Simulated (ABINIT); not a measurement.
## BN (Qingsongite): G0W0 in ABINIT against the wavefunction cutoff in GW

Wanted: the cheapest wavefunction cutoff in GW that holds the gap of BN (Qingsongite).

Main program and level: ABINIT 10.8.3; LDA and many-body steps on it, plane waves.

## 1. The structure

Symmetry: F-43m, No. 216, cubic system. The conventional cell has a = 3.615 Å, b = 3.615 Å, c = 3.615 Å, α = 90.00°, β = 90.00°, γ = 90.00°. B has 4 N at 1.57 Å nearest. Nearest to N lie 4 B at 1.57 Å. Farther neighbours and most contacts between anions are not listed.

Coordinates:

```cif
data_structure
_symmetry_space_group_name_H-M 'F-43m'
_symmetry_Int_Tables_number 216
_cell_length_a 3.6150
_cell_length_b 3.6150
_cell_length_c 3.6150
_cell_angle_alpha 90.000
_cell_angle_beta 90.000
_cell_angle_gamma 90.000
_cell_volume 47.24
loop_
_atom_site_label
_atom_site_type_symbol
_atom_site_symmetry_multiplicity
_atom_site_Wyckoff_symbol
_atom_site_fract_x
_atom_site_fract_y
_atom_site_fract_z
_atom_site_occupancy
B1 B 4 a 0.00000 0.00000 0.00000 1
N1 N 4 d 0.25000 0.25000 0.75000 1
```

The cell and positions come from the Crystallography Open Database and are kept as given unless a step says otherwise.

## 2. Screening, 6×6×6 mesh, 23 bands, screening to 130.6 eV

This step: ABINIT 10.8.3; RPA screening on LDA, plane waves, norm-conserving pseudopotentials.

The RPA dielectric matrix is built and inverted for each q.

The input, run.abi:

```
acell 3*1.0 Angstrom
rprim 
  -0.000000000000 1.807500000000 1.807500000000
  1.807500000000 0.000000000000 1.807500000000
  1.807500000000 1.807500000000 -0.000000000000
ntypat 2
znucl 5 7
natom 2
typat 1 2
xred 
  0.000000000000 0.000000000000 0.000000000000
  0.250000000000 0.250000000000 0.250000000000
pp_dirpath "pseudos"
pseudos "B.upf, N.upf"
ecut 36
ngkpt 6 6 6
nshiftk 1
shiftk 0 0 0
kptopt 1
chksymbreak 0
istwfk *1
occopt 1
irdwfk 1
optdriver 3
nband 23
ecuteps 4.8
inclvkb 2
awtr 1
symchi 1
ecutwfn 10.8
indata_prefix "in"
outdata_prefix "out"
tmpdata_prefix "tmp"
```

Launch:

```
OMP_NUM_THREADS=1 mpirun -n 4 abinit run.abi > log
```

Log:

```text
.Version 10.8.3 of ABINIT. v10.8.2 released Aug 2026.

 Symmetries : space group F-4 3 m (#216); Bravais cF (face-center cubic)
[... echo of the input left out ...]
== DATASET  1 ==================================================================
-   mpi_nproc: 4, omp_nthreads: 1 (-1 if OMP is not activated)

--- !DatasetInfo
iteration_state: {dtset: 1, }
dimensions: {natom: 2, nkpt: 16, mband: 23, nsppol: 1, nspinor: 1, nspden: 1, mpw: 144, }
cutoff_energies: {ecut:  10.8, pawecutdg:  -1.0, }
electrons: {nelect:   8.00000000E+00, charge:   0.00000000E+00, occopt:   1.00000000E+00, tsmear:   1.00000000E-02, }

 SCREENING: Calculation of the susceptibility and dielectric matrices

 Based on a program developped by R.W. Godby, V. Olevano, G. Onida, and L. Reining.
 Incorporated in ABINIT by V. Olevano, G.-M. Rignanese, and M. Torrent.
.Using double precision arithmetic ; gwpc =  8

[... cell and pseudopotentials left out ...]
--------------------------------------------------------------------------------

 ==== K-mesh for the wavefunctions ====
 Number of points in the irreducible wedge :    16
[... list of points left out ...]
 Together with 24 symmetry operations and time-reversal symmetry
 yields   216 points in the full Brillouin Zone.

 ==== Q-mesh for the screening function ====
 Number of points in the irreducible wedge :    16
[... list of points left out ...]
 Together with 24 symmetry operations and time-reversal symmetry
 yields   216 points in the full Brillouin Zone.

 setmesh: FFT mesh size selected  =    12x   12x   12
          total number of points  =         1728

 vcoul_init : cutoff-mode = AUXILIARY_FUNCTION
 q-points for optical limit:   1
     1)      0.000010    0.000020    0.000030

- screening: taking advantage of time-reversal symmetry
- Maximum band index for partially occupied states nbvw = 4
- Remaining bands to be divided among processors   nbcw = 19
- Number of bands treated by each node ~4

 Number of electrons calculated from density =    7.9602; Expected =    8.0000
 average of density, n =  0.099876
 r_s =    1.3371
 omega_plasma =   30.4851 [eV]

 calculating chi0 at frequencies [eV] :
  1    0.000000E+00    0.000000E+00
  2    0.000000E+00    3.048507E+01

--------------------------------------------------------------------------------
  q-point number  1        q = ( 0.000000, 0.000000, 0.000000) [r.l.u.]
--------------------------------------------------------------------------------
[... chi0 elements left out ...]
 For q-point:  0.000010 0.000020 0.000030
  dielectric constant =   4.5834
  dielectric constant without local fields =   4.9073

  Average fulfillment of the sum rule on Im[epsilon] for q-point    1 :     49.95  [%]
[... wings left out ...]
  q-point number  2        q = ( 0.166667, 0.000000, 0.000000) [r.l.u.]
--------------------------------------------------------------------------------
[... chi0 elements left out ...]
  Average fulfillment of the sum rule on Im[epsilon] for q-point    2 :     85.40  [%]

 [... 14 further q-points ...]
```

Elapsed: 2.2 s, on 4 MPI ranks of Arm Neoverse V2, shared host; peak memory 0.07 GiB.

This step gave:

```
ε∞ with local fields, on this mesh, along the program's q direction : 4.583
the same without local fields                                       : 4.907
plasma frequency                                                    : 30.49 eV
plane waves in the screening matrix                                 : 51
```

Local fields lower ε∞ by 7 %. On a Γ-centred mesh this coarse the value itself is usually too large, while a short band sum pulls it down.

## 3. 10.8 Ha

This step: G0W0 on LDA, plane waves, norm-conserving pseudopotentials.

run.abi: that of step 2 with these lines changed.

```diff
@@ -23,8 +23,17 @@
 irdwfk 1
-optdriver 3
+optdriver 4
 nband 23
+gwcalctyp 0
+ecutsigx 10.8
+symsigma 1
+nkptgw 2
+kptgw 
+  0.0000000000 0.0000000000 0.0000000000
+  0.5000000000 0.5000000000 0.0000000000
+bdgw 
+  2 7
+  3 6
 ecuteps 4.8
-inclvkb 2
-awtr 1
-symchi 1
+irdscr 1
+ppmodel 1
 ecutwfn 10.8
```

Log:

```text
.Version 10.8.3 of ABINIT. v10.8.2 released Aug 2026.

 Symmetries : space group F-4 3 m (#216); Bravais cF (face-center cubic)
[... echo of the input left out ...]
== DATASET  1 ==================================================================
-   mpi_nproc: 4, omp_nthreads: 1 (-1 if OMP is not activated)

--- !DatasetInfo
iteration_state: {dtset: 1, }
dimensions: {natom: 2, nkpt: 16, mband: 23, nsppol: 1, nspinor: 1, nspden: 1, mpw: 144, }
cutoff_energies: {ecut:  10.8, pawecutdg:  -1.0, }
electrons: {nelect:   8.00000000E+00, charge:   0.00000000E+00, occopt:   1.00000000E+00, tsmear:   1.00000000E-02, }

 SIGMA: Calculation of the GW corrections

 Based on a program developped by R.W. Godby, V. Olevano, G. Onida, and L. Reining.
 Incorporated in ABINIT by V. Olevano, G.-M. Rignanese, and M. Torrent.
.Using double precision arithmetic ; gwpc =  8

[... cell and pseudopotentials left out ...]
--------------------------------------------------------------------------------

 ==== K-mesh for the wavefunctions ====
 Number of points in the irreducible wedge :    16
[... list of points left out ...]
 Together with 24 symmetry operations and time-reversal symmetry
 yields   216 points in the full Brillouin Zone.

 ==== Q-mesh for screening function ====
 Number of points in the irreducible wedge :    16
[... list of points left out ...]
 Together with 24 symmetry operations and time-reversal symmetry
 yields   216 points in the full Brillouin Zone.

 vcoul_init : cutoff-mode = AUXILIARY_FUNCTION
 q-points for optical limit:   1
     1)      0.000010    0.000020    0.000030
 setmesh: FFT mesh size selected  =    15x   15x   15
          total number of points  =         3375

 Number of electrons calculated from density =    7.9602; Expected =    8.0000
 average of density, n =  0.099876
 r_s =    1.3371
 omega_plasma =   30.4851 [eV]

 === KS Band Gaps ===
  >>>> For spin  1
   Minimum direct gap =   8.7475 [eV], located at k-point      :   0.0000  0.0000  0.0000
   Fundamental gap    =   4.4200 [eV], Top of valence bands at :   0.0000  0.0000  0.0000
                                       Bottom of conduction at :   0.5000  0.5000  0.0000
 SIGMA fundamental parameters:
 PLASMON POLE MODEL  1
 number of plane-waves for SigmaX                  137
 number of plane-waves for SigmaC and W             51
 number of plane-waves for wavefunctions           137
 number of bands                                    23
 number of independent spin polarizations            1
 number of spinorial components                      1
 number of k-points in IBZ                          16
 number of q-points in IBZ                          16
 number of symmetry operations                      24
 number of k-points in BZ                          216
 number of q-points in BZ                          216
 number of frequencies for dSigma/dE                 9
 frequency step for dSigma/dE [eV]                0.25
 number of omega for Sigma on real axis              0
 max omega for Sigma on real axis  [eV]           0.00
 zcut for avoiding poles [eV]                     0.10

 EPSILON^-1 parameters (SCR file):
 dimension of the eps^-1 matrix on file             51
 dimension of the eps^-1 matrix used                51
 number of plane-waves for wavefunctions           137
 number of bands                                    23
 number of q-points in IBZ                          16
 number of frequencies                               2
 number of real frequencies                          1
 number of imag frequencies                          1

 matrix elements of self-energy operator (all in [eV])

 Perturbative Calculation

--- !SelfEnergy_ee
iteration_state: {dtset: 1, }
kpoint     : [   0.000,    0.000,    0.000, ]
spin       : 1
KS_gap     :    8.748
QP_gap     :   10.761
Delta_QP_KS:    2.014
data: !SigmaeeData |
     Band     E0 <VxcDFT>   SigX SigC(E0)      Z dSigC/dE  Sig(E)    E-E0       E
        2   8.006 -17.987 -21.490   3.199   0.836  -0.197 -18.242  -0.254   7.751
        3   8.006 -17.987 -21.490   3.199   0.836  -0.197 -18.242  -0.254   7.751
        4   8.006 -17.987 -21.490   3.199   0.836  -0.197 -18.242  -0.254   7.751
        5  16.753 -13.806  -7.086  -4.641   0.846  -0.182 -12.047   1.759  18.513
        6  16.753 -13.806  -7.086  -4.641   0.846  -0.182 -12.047   1.759  18.513
        7  16.753 -13.806  -7.086  -4.641   0.846  -0.182 -12.047   1.759  18.513

--- !SelfEnergy_ee
iteration_state: {dtset: 1, }
kpoint     : [   0.500,    0.500,    0.000, ]
spin       : 1
KS_gap     :    9.351
QP_gap     :   11.375
Delta_QP_KS:    2.024
data: !SigmaeeData |
     Band     E0 <VxcDFT>   SigX SigC(E0)      Z dSigC/dE  Sig(E)    E-E0       E
        3   3.075 -16.213 -21.260   4.033   0.822  -0.217 -17.046  -0.833   2.242
        4   3.075 -16.213 -21.260   4.033   0.822  -0.217 -17.046  -0.833   2.242
        5  12.426 -12.805  -7.349  -4.064   0.856  -0.168 -11.613   1.191  13.617
        6  17.261 -12.853  -6.692  -4.576   0.853  -0.172 -11.501   1.352  18.613

== END DATASET(S) ==============================================================
================================================================================

 -outvars: echo values of variables after computation  --------
           etotal      0.0000000000E+00
            nband          23
             nkpt          16
          spgroup         216
 [... the other variables as echoed above ...]

 Calculation completed.
```

It took 1.6 s on 4 MPI ranks; peak memory 0.07 GiB; 6 s of CPU time.

This step gave:

```yaml
g0w0_gap_on_the_points_computed: 5.866 eV
starting_gap_on_the_mesh: 4.420 eV
k_of_the_valence_top: 0, 0, 0
k_of_the_conduction_bottom: 0.5, 0.5, 0
z_at_the_valence_top: 0.836
z_at_the_conduction_bottom: 0.856
least_direct_g0w0_gap_on_the_computed_points: 10.76 eV
```

## 4. Screening, 6×6×6 mesh, 23 bands, screening to 130.6 eV

This step: RPA screening on LDA, plane waves, norm-conserving pseudopotentials.

run.abi: that of step 3 with these lines changed.

```diff
@@ -23,18 +23,9 @@
 irdwfk 1
-optdriver 4
+optdriver 3
 nband 23
-gwcalctyp 0
-ecutsigx 10.8
-symsigma 1
-nkptgw 2
-kptgw 
-  0.0000000000 0.0000000000 0.0000000000
-  0.5000000000 0.5000000000 0.0000000000
-bdgw 
-  2 7
-  3 6
 ecuteps 4.8
-irdscr 1
-ppmodel 1
-ecutwfn 10.8
+inclvkb 2
+awtr 1
+symchi 1
+ecutwfn 18
 indata_prefix "in"
```

Log:

```text
.Version 10.8.3 of ABINIT. v10.8.2 released Aug 2026.

 Symmetries : space group F-4 3 m (#216); Bravais cF (face-center cubic)
[... echo of the input left out ...]
== DATASET  1 ==================================================================
-   mpi_nproc: 4, omp_nthreads: 1 (-1 if OMP is not activated)

--- !DatasetInfo
iteration_state: {dtset: 1, }
dimensions: {natom: 2, nkpt: 16, mband: 23, nsppol: 1, nspinor: 1, nspden: 1, mpw: 302, }
cutoff_energies: {ecut:  18.0, pawecutdg:  -1.0, }
electrons: {nelect:   8.00000000E+00, charge:   0.00000000E+00, occopt:   1.00000000E+00, tsmear:   1.00000000E-02, }

 SCREENING: Calculation of the susceptibility and dielectric matrices

 Based on a program developped by R.W. Godby, V. Olevano, G. Onida, and L. Reining.
 Incorporated in ABINIT by V. Olevano, G.-M. Rignanese, and M. Torrent.
.Using double precision arithmetic ; gwpc =  8

[... cell and pseudopotentials left out ...]
--------------------------------------------------------------------------------

 ==== K-mesh for the wavefunctions ====
 Number of points in the irreducible wedge :    16
[... list of points left out ...]
 Together with 24 symmetry operations and time-reversal symmetry
 yields   216 points in the full Brillouin Zone.

 ==== Q-mesh for the screening function ====
 Number of points in the irreducible wedge :    16
[... list of points left out ...]
 Together with 24 symmetry operations and time-reversal symmetry
 yields   216 points in the full Brillouin Zone.

 setmesh: FFT mesh size selected  =    15x   15x   15
          total number of points  =         3375

 vcoul_init : cutoff-mode = AUXILIARY_FUNCTION
 q-points for optical limit:   1
     1)      0.000010    0.000020    0.000030

- screening: taking advantage of time-reversal symmetry
- Maximum band index for partially occupied states nbvw = 4
- Remaining bands to be divided among processors   nbcw = 19
- Number of bands treated by each node ~4

 Number of electrons calculated from density =    7.9948; Expected =    8.0000
 average of density, n =  0.100311
 r_s =    1.3351
 omega_plasma =   30.5513 [eV]

 calculating chi0 at frequencies [eV] :
  1    0.000000E+00    0.000000E+00
  2    0.000000E+00    3.055127E+01

--------------------------------------------------------------------------------
  q-point number  1        q = ( 0.000000, 0.000000, 0.000000) [r.l.u.]
--------------------------------------------------------------------------------
[... chi0 elements left out ...]
 For q-point:  0.000010 0.000020 0.000030
  dielectric constant =   4.4848
  dielectric constant without local fields =   4.8033

  Average fulfillment of the sum rule on Im[epsilon] for q-point    1 :     50.62  [%]
[... wings left out ...]
  q-point number  2        q = ( 0.166667, 0.000000, 0.000000) [r.l.u.]
--------------------------------------------------------------------------------
[... chi0 elements left out ...]
  Average fulfillment of the sum rule on Im[epsilon] for q-point    2 :     85.16  [%]

 [... 14 further q-points ...]
```

The job ended after 2.5 s (4 MPI ranks; peak memory 0.07 GiB; 9.7 s of CPU time).

Numbers from this step:

* ε∞ with local fields, on this mesh, along the program's q direction: 4.485
* the same without local fields: 4.803
* plasma frequency: 30.55 eV
* plane waves in the screening matrix: 51

## 5. 18 Ha

The self-energy is evaluated for the states that the input lists, and the levels follow from it, in one-shot runs by the linearised quasiparticle equation.

This step: G0W0 on LDA, plane waves, norm-conserving pseudopotentials.

run.abi: that of step 4 with these lines changed.

```diff
@@ -23,8 +23,17 @@
 irdwfk 1
-optdriver 3
+optdriver 4
 nband 23
+gwcalctyp 0
+ecutsigx 18
+symsigma 1
+nkptgw 2
+kptgw 
+  0.0000000000 0.0000000000 0.0000000000
+  0.5000000000 0.5000000000 0.0000000000
+bdgw 
+  2 7
+  3 6
 ecuteps 4.8
-inclvkb 2
-awtr 1
-symchi 1
+irdscr 1
+ppmodel 1
 ecutwfn 18
```

Log:

```text
.Version 10.8.3 of ABINIT. v10.8.2 released Aug 2026.

 Symmetries : space group F-4 3 m (#216); Bravais cF (face-center cubic)
[... echo of the input left out ...]
== DATASET  1 ==================================================================
-   mpi_nproc: 4, omp_nthreads: 1 (-1 if OMP is not activated)

--- !DatasetInfo
iteration_state: {dtset: 1, }
dimensions: {natom: 2, nkpt: 16, mband: 23, nsppol: 1, nspinor: 1, nspden: 1, mpw: 302, }
cutoff_energies: {ecut:  18.0, pawecutdg:  -1.0, }
electrons: {nelect:   8.00000000E+00, charge:   0.00000000E+00, occopt:   1.00000000E+00, tsmear:   1.00000000E-02, }

 SIGMA: Calculation of the GW corrections

 Based on a program developped by R.W. Godby, V. Olevano, G. Onida, and L. Reining.
 Incorporated in ABINIT by V. Olevano, G.-M. Rignanese, and M. Torrent.
.Using double precision arithmetic ; gwpc =  8

[... cell and pseudopotentials left out ...]
--------------------------------------------------------------------------------

 ==== K-mesh for the wavefunctions ====
 Number of points in the irreducible wedge :    16
[... list of points left out ...]
 Together with 24 symmetry operations and time-reversal symmetry
 yields   216 points in the full Brillouin Zone.

 ==== Q-mesh for screening function ====
 Number of points in the irreducible wedge :    16
[... list of points left out ...]
 Together with 24 symmetry operations and time-reversal symmetry
 yields   216 points in the full Brillouin Zone.

 vcoul_init : cutoff-mode = AUXILIARY_FUNCTION
 q-points for optical limit:   1
     1)      0.000010    0.000020    0.000030
 setmesh: FFT mesh size selected  =    18x   18x   18
          total number of points  =         5832

 Number of electrons calculated from density =    7.9948; Expected =    8.0000
[...]
number of omega for Sigma on real axis              0
 max omega for Sigma on real axis  [eV]           0.00
 zcut for avoiding poles [eV]                     0.10

 EPSILON^-1 parameters (SCR file):
 dimension of the eps^-1 matrix on file             51
 dimension of the eps^-1 matrix used                51
 number of plane-waves for wavefunctions           283
 number of bands                                    23
 number of q-points in IBZ                          16
 number of frequencies                               2
 number of real frequencies                          1
 number of imag frequencies                          1

 matrix elements of self-energy operator (all in [eV])

 Perturbative Calculation

--- !SelfEnergy_ee
iteration_state: {dtset: 1, }
kpoint     : [   0.000,    0.000,    0.000, ]
spin       : 1
KS_gap     :    8.748
QP_gap     :   10.845
Delta_QP_KS:    2.097
data: !SigmaeeData |
     Band     E0 <VxcDFT>   SigX SigC(E0)      Z dSigC/dE  Sig(E)    E-E0       E
        2   8.006 -18.305 -21.974   3.189   0.831  -0.203 -18.704  -0.399   7.606
        3   8.006 -18.305 -21.974   3.189   0.831  -0.203 -18.704  -0.399   7.606
        4   8.006 -18.305 -21.974   3.189   0.831  -0.203 -18.704  -0.399   7.606
[...]
--- !SelfEnergy_ee
iteration_state: {dtset: 1, }
kpoint     : [   0.500,    0.500,    0.000, ]
spin       : 1
KS_gap     :    9.351
QP_gap     :   11.430
Delta_QP_KS:    2.079
data: !SigmaeeData |
     Band     E0 <VxcDFT>   SigX SigC(E0)      Z dSigC/dE  Sig(E)    E-E0       E
[...]
5  12.426 -12.858  -7.416  -4.080   0.856  -0.169 -11.692   1.166  13.592
        6  17.261 -12.886  -6.727  -4.594   0.853  -0.173 -11.552   1.334  18.595

== END DATASET(S) ==============================================================
================================================================================

 -outvars: echo values of variables after computation  --------
           etotal      0.0000000000E+00
            nband          23
             nkpt          16
          spgroup         216
 [... the other variables as echoed above ...]

 Calculation completed.
```

Run time: 1.6 s. Hardware: 4 MPI ranks; peak memory 0.07 GiB; 6.2 s of CPU time.

Numbers from this step:

```yaml
g0w0_gap_on_the_points_computed: 5.986 eV
starting_gap_on_the_mesh: 4.420 eV
k_of_the_valence_top: 0, 0, 0
k_of_the_conduction_bottom: 0.5, 0.5, 0
z_at_the_valence_top: 0.831
z_at_the_conduction_bottom: 0.856
least_direct_g0w0_gap_on_the_computed_points: 10.85 eV
```

The gap on the mesh goes from 4.42 eV to 5.99 eV, a correction of +1.57 eV.

(Part 1 of 2 ends here.)

[Paths, hosts, dates, memory and timing lines, banners, echoed tables and standing remarks are left out of the program output.]

[Logs are printed without paths, hosts, clocks, repeated set-up lines and the standing remarks that a program may print on its own settings, such as how far it seeks lower states.]

[Runs of the session that timed out or met a known fault of the program may be left out.]

[No measured gap is set beside runs whose start may be inverted or whose files or cutoffs have a known fault.]

[Hosts, paths, dates, database ids (printed as entryN), source tags and the programs' standing remarks are cut or masked in the printed files.]

[G0W0 gaps are taken among the corrected bands and points alone; a level outside them can change the order at an edge.]

[Where Ansatz stands beside ABINIT at settings called matched, ABINIT's density can come from a denser mesh and the files from another edition; pairs whose starting gaps differed by over 0.03 eV were left out, so agreement reads better than it is.]
